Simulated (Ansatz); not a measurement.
# Be3N2 (R3m): converging the G0W0 gap

How do accuracy and time trade against each other in G0W0 on Be3N2 (R3m)?

Calculated with Ansatz 0.2.0; G0W0 on LDA, plane waves, PAW; PAW set soft_1.

Most raw output is cut from this account.

## Step 1: The starting structure

It takes space group R3m (No. 160, trigonal). Conventional cell: a = 2.840 Å, b = 2.840 Å, c = 14.599 Å, α = 90.00°, β = 90.00°, γ = 120.00°. Nearest to Be lie 3 N at 1.65 Å. Nearest to Be lie 4 N at 1.66 to 1.84 Å. Be has 4 N at 1.68 to 1.78 Å nearest. Nearest to N lie 5 Be at 1.65 to 1.68 Å. Nearest to N lie 6 Be at 1.78 to 1.84 Å. Farther neighbours and most contacts between anions are not listed.

The cell and positions are those that the Materials Project relaxed with its own functionals (PBE, PBE+U or r2SCAN), kept fixed.

## Step 2: 44 empty bands, screening to 69 eV

Now the one-shot GW correction: screening in the RPA, then the self-energy of the levels asked for. This step takes PAW set soft_1 files.

The input, input.yaml:

```yaml
crystal:
  lattice:
    - [1.4198050555, 0.819724831, 4.8662156628]
    - [-1.4198050555, 0.819724831, 4.8662156628]
    - [0.0, -1.639449662, 4.8662156628]
  atoms:
    - { symbol: Be, position: [0.85900108, 0.85900108, 0.85900108] }
    - { symbol: Be, position: [0.31769456, 0.31769456, 0.31769456] }
    - { symbol: Be, position: [0.08880677, 0.08880677, 0.08880677] }
    - { symbol: "N", position: [0.20416268, 0.20416268, 0.20416268] }
    - { symbol: "N", position: [0.70843491, 0.70843491, 0.70843491] }
kpoints:
  mp_grid: { grid: [8, 8, 8] }
hamiltonian:
  xc: lda
  pseudopotentials: { kind: paw, azcp: { folder: soft_1 }, xc_functional: pbe }
scf:
  occupations: { method: fixed }
gw:
  n_empty_bands: 44
  ecut_chi: 69
  qp_bands: [v2, c2]
  qp_kpoints: band_edges
  screening: { model: contour_deformation }
```

Run with:

```bash
$ ansatz run input.yaml --threads 2 --pin off --max-ram 73728MiB --backend cuda --events-out ev --progress --plain --runs-dir out --devices 1 --max-vram 13GiB
```

Run time: 47 s. Hardware: 1 × NVIDIA H100 80GB HBM3 (shared by 6 runs) with 2 threads of AMD EPYC 7R13 (Zen 3), shared host; peak memory 1 GiB.

Numbers from this step:

| Quantity | Value |
| --- | --- |
| bands summed | 52 |
| RPA ε∞ on this mesh (eigenvalues) | 4.498, 4.498, 4.989 |
| plane waves in the screening matrix | 37 |
| q-points in the mesh | 512 |
| G0W0 gap on the mesh | 3.863 eV |
| k of the valence top | 0, 0, 0 |
| k of the conduction bottom | 0, -0.5, -0.5 |
| starting gap on the mesh | 2.703 eV |
| Z at the valence top | 0.8031 |
| Z at the conduction bottom | 0.8397 |
| least direct G0W0 gap on the computed points | 5.013 eV |

The gap on the mesh goes from 2.70 eV to 3.86 eV, a correction of +1.16 eV. Between the two edge states, bare exchange in place of the xc potential would open the gap by 8.52 eV, and correlation takes back 7.36 eV.

## Step 3: 125 empty bands, screening to 138 eV

Another rung: the empty bands reach about as high as the screening cutoff, so the two stay in balance.

input.yaml: that of step 2 with these lines changed.

```diff
@@ -19,4 +19,4 @@
 gw:
-  n_empty_bands: 44
-  ecut_chi: 69
+  n_empty_bands: 125
+  ecut_chi: 138
   qp_bands: [v2, c2]
```

It took 52 s on 1 × NVIDIA H100 80GB HBM3 (shared by 6 runs) with 2 threads; peak memory 1.4 GiB; 81 s of CPU time.

Numbers from this step:

```
bands summed                                 : 133
RPA ε∞ on this mesh (eigenvalues)            : 4.387, 4.387, 4.881
plane waves in the screening matrix          : 129
q-points in the mesh                         : 512
G0W0 gap on the mesh                         : 4.183 eV
k of the valence top                         : 0, 0, 0
k of the conduction bottom                   : 0, -0.5, -0.5
starting gap on the mesh                     : 2.703 eV
Z at the valence top                         : 0.7969
Z at the conduction bottom                   : 0.8375
least direct G0W0 gap on the computed points : 5.271 eV
```

Against the run with 8×8×8 mesh, 44 empty bands, screening to 69 eV, PAW set soft_1 files, the gap moves by +0.32 eV.

## Step 4: 269 empty bands, screening to 230 eV

input.yaml: that of step 3 with these lines changed.

```diff
@@ -19,4 +19,4 @@
 gw:
-  n_empty_bands: 125
-  ecut_chi: 138
+  n_empty_bands: 269
+  ecut_chi: 230.0
   qp_bands: [v2, c2]
```

The job ended after 2.1 min (1 × NVIDIA H100 80GB HBM3 (shared by 6 runs) with 2 threads; peak memory 2.1 GiB).

This step gave:

| Item | Value |
| --- | --- |
| bands summed | 277 |
| RPA ε∞ on this mesh (eigenvalues) | 4.379, 4.379, 4.869 |
| plane waves in the screening matrix | 271 |
| G0W0 gap on the mesh | 4.355 eV |
| k of the valence top | 0, 0, 0 |
| k of the conduction bottom | 0, -0.5, -0.5 |
| starting gap on the mesh | 2.703 eV |
| least direct G0W0 gap on the computed points | 5.409 eV |

Against the run with 8×8×8 mesh, 125 empty bands, screening to 138 eV, PAW set soft_1 files, the gap moves by +0.17 eV.

## Step 5: Changing the k mesh: 6×6×6 mesh, 125 empty bands, screening to 138 eV, PAW set soft_1 files

Only the mesh changes. It samples the long-range screening, which converges on its own terms. Bands and cutoff differ from the step before, so it is read against an earlier run that matches them.

input.yaml: that of step 4 with these lines changed.

```diff
@@ -12,3 +12,3 @@
 kpoints:
-  mp_grid: { grid: [8, 8, 8] }
+  mp_grid: { grid: [6, 6, 6] }
 hamiltonian:
@@ -19,4 +19,4 @@
 gw:
-  n_empty_bands: 269
-  ecut_chi: 230.0
+  n_empty_bands: 125
+  ecut_chi: 138
   qp_bands: [v2, c2]
```

Elapsed: 19 s, on 1 × NVIDIA H100 80GB HBM3 (shared by 6 runs) with 2 threads; peak memory 1.1 GiB; 24 s of CPU time.

This step gave:

```
bands summed                                 : 133
RPA ε∞ on this mesh (eigenvalues)            : 4.437, 4.437, 4.885
plane waves in the screening matrix          : 129
G0W0 gap on the mesh                         : 4.184 eV
k of the valence top                         : 0, 0, 0
k of the conduction bottom                   : 0, -0.5, -0.5
starting gap on the mesh                     : 2.702 eV
least direct G0W0 gap on the computed points : 5.270 eV
```

Against the run with 8×8×8 mesh, 125 empty bands, screening to 138 eV, PAW set soft_1 files, the gap moves by +0.001 eV.

## Step 6: Changing the frequency model: 8×8×8 mesh, 125 empty bands, screening to 138 eV, plasmon pole, PAW set soft_1 files

A plasmon pole stands in for the full frequency dependence of the screening; this run shows what that costs in accuracy.

input.yaml: that of step 5 with these lines changed.

```diff
@@ -12,3 +12,3 @@
 kpoints:
-  mp_grid: { grid: [6, 6, 6] }
+  mp_grid: { grid: [8, 8, 8] }
 hamiltonian:
@@ -23,2 +23,2 @@
   qp_kpoints: band_edges
-  screening: { model: contour_deformation }
+  screening: { model: godby_needs }
```

Run time: 1.7 min. Hardware: 1 × NVIDIA H100 80GB HBM3 (shared by 6 runs) with 2 threads; peak memory 1.9 GiB; 2.6 min of CPU time.

Numbers from this step:

```
bands summed                                 : 133
plasmon-pole fit frequency                   : 25.48 eV
RPA ε∞ on this mesh (eigenvalues)            : 4.387, 4.387, 4.881
plane waves in the screening matrix          : 129
G0W0 gap on the mesh                         : 4.127 eV
k of the valence top                         : 0, 0, 0
k of the conduction bottom                   : 0, -0.5, -0.5
starting gap on the mesh                     : 2.703 eV
least direct G0W0 gap on the computed points : 5.225 eV
```

Against the run with 8×8×8 mesh, 125 empty bands, screening to 138 eV, PAW set soft_1 files, the gap moves by −0.06 eV.

## Step 7: Changing the files: 8×8×8 mesh, 125 empty bands, screening to 138 eV, hard PAW files

Other atomic data (hard PAW) test the pseudisation: the cutoff goes from 420 to 960 eV and the valence electrons from 16 to 22, which opens shells that were frozen.

This step: G0W0 on LDA, plane waves, PAW.

input.yaml: that of step 6 with these lines changed.

```diff
@@ -15,3 +15,3 @@
   xc: lda
-  pseudopotentials: { kind: paw, azcp: { folder: soft_1 }, xc_functional: pbe }
+  pseudopotentials: { kind: paw, source: ansatz }
 scf:
@@ -23,2 +23,2 @@
   qp_kpoints: band_edges
-  screening: { model: godby_needs }
+  screening: { model: contour_deformation }
```

Wall time 2.3 min (1 × NVIDIA H100 80GB HBM3 (shared by 6 runs) with 2 threads); peak memory 1.7 GiB.

Numbers from this step:

| Item | Value |
| --- | --- |
| bands summed | 136 |
| RPA ε∞ on this mesh (eigenvalues) | 4.406, 4.406, 4.900 |
| plane waves in the screening matrix | 129 |
| G0W0 gap on the mesh | 4.161 eV |
| k of the valence top | 0, 0, 0 |
| k of the conduction bottom | 0, -0.5, -0.5 |
| starting gap on the mesh | 2.700 eV |
| least direct G0W0 gap on the computed points | 5.249 eV |

Against the run with 8×8×8 mesh, 125 empty bands, screening to 138 eV, PAW set soft_1 files, the gap moves by −0.02 eV.

## Step 8: Convergence and cost

Times are wall times on 1 × NVIDIA H100 80GB HBM3 (shared by 6 runs) with 2 threads of AMD EPYC 7R13 (Zen 3), shared host, good to a factor of about two.

```csv
mesh,files,frequency,bands summed,cutoff (eV),start (eV),G0W0 (eV),time,host memory (GiB)
8×8×8,PAW set soft_1,contour deformation,52,69,2.703,3.863,47 s,1.0
8×8×8,PAW set soft_1,contour deformation,133,138,2.703,4.183,52 s,1.4
8×8×8,PAW set soft_1,contour deformation,277,230,2.703,4.355,2.1 min,2.1
6×6×6,PAW set soft_1,contour deformation,133,138,2.702,4.184,19 s,1.1
8×8×8,PAW set soft_1,plasmon pole,133,138,2.703,4.127,1.7 min,1.9
8×8×8,hard PAW,contour deformation,136,138,2.700,4.161,2.3 min,1.7
```

How the two edges are built up, in eV (the quasiparticle level is the starting level plus Σx plus Σc less Vxc):

```csv
run,edge,start,Σx,Σc,Vxc,Z,QP
52 bands,valence top,7.72,-22.13,3.56,-18.41,0.80,7.57
52 bands,conduction bottom,10.42,-6.81,-3.80,-11.62,0.84,11.43
133 bands,valence top,7.72,-22.13,3.02,-18.41,0.80,7.03
133 bands,conduction bottom,10.42,-6.81,-4.01,-11.62,0.84,11.21
277 bands,valence top,7.72,-22.13,2.76,-18.41,0.79,6.77
277 bands,conduction bottom,10.42,-6.81,-4.11,-11.62,0.84,11.12
```

## Step 9: Outcome

```yaml
52_bands_69_ev: 3.863 eV
133_bands_138_ev: 4.183 eV
277_bands_230_ev: 4.355 eV
estimated_limit_in_bands_and_cutoff: 4.51 eV
mesh_and_start: 8×8×8, LDA
```

**Reading.** A line in one over the bands through the two highest rungs gives 4.51 eV, +0.16 eV from the top rung; the pair below gives 4.39 eV, so the estimate is still climbing. The rungs stand 0.65 eV (52 bands), 0.33 eV (133 bands) and 0.16 eV (277 bands) from it. From 52 to 277 bands the gap moves by +0.49 eV while the time grows 2.7-fold. Σc changes by −0.80 eV at the valence top and −0.31 eV at the conduction bottom, so the valence edge carries most of the change. On the 6×6×6 mesh in place of 8×8×8 the gap differs by +0.001 eV, of which −0.001 eV is already in the start. The plasmon-pole model gives −0.06 eV against contour deformation, 4 % of the correction, and saved no time in this program. Hard PAW files move the gap by −0.02 eV at equal bands and cutoff, −0.003 eV of it in the start.

[Paths, hosts, dates, memory and timing lines, banners, echoed tables and standing remarks are left out of the program output.]

[Logs are printed without paths, hosts, clocks, repeated set-up lines and the standing remarks that a program may print on its own settings, such as how far it seeks lower states.]

[Runs of the session that timed out or met a known fault of the program may be left out.]

[Cells called generated may have been cut or substituted from an entry of the Crystallography Open Database or the Materials Project.]

[Hosts, paths, dates, database ids (printed as entryN), source tags and the programs' standing remarks are cut or masked in the printed files.]
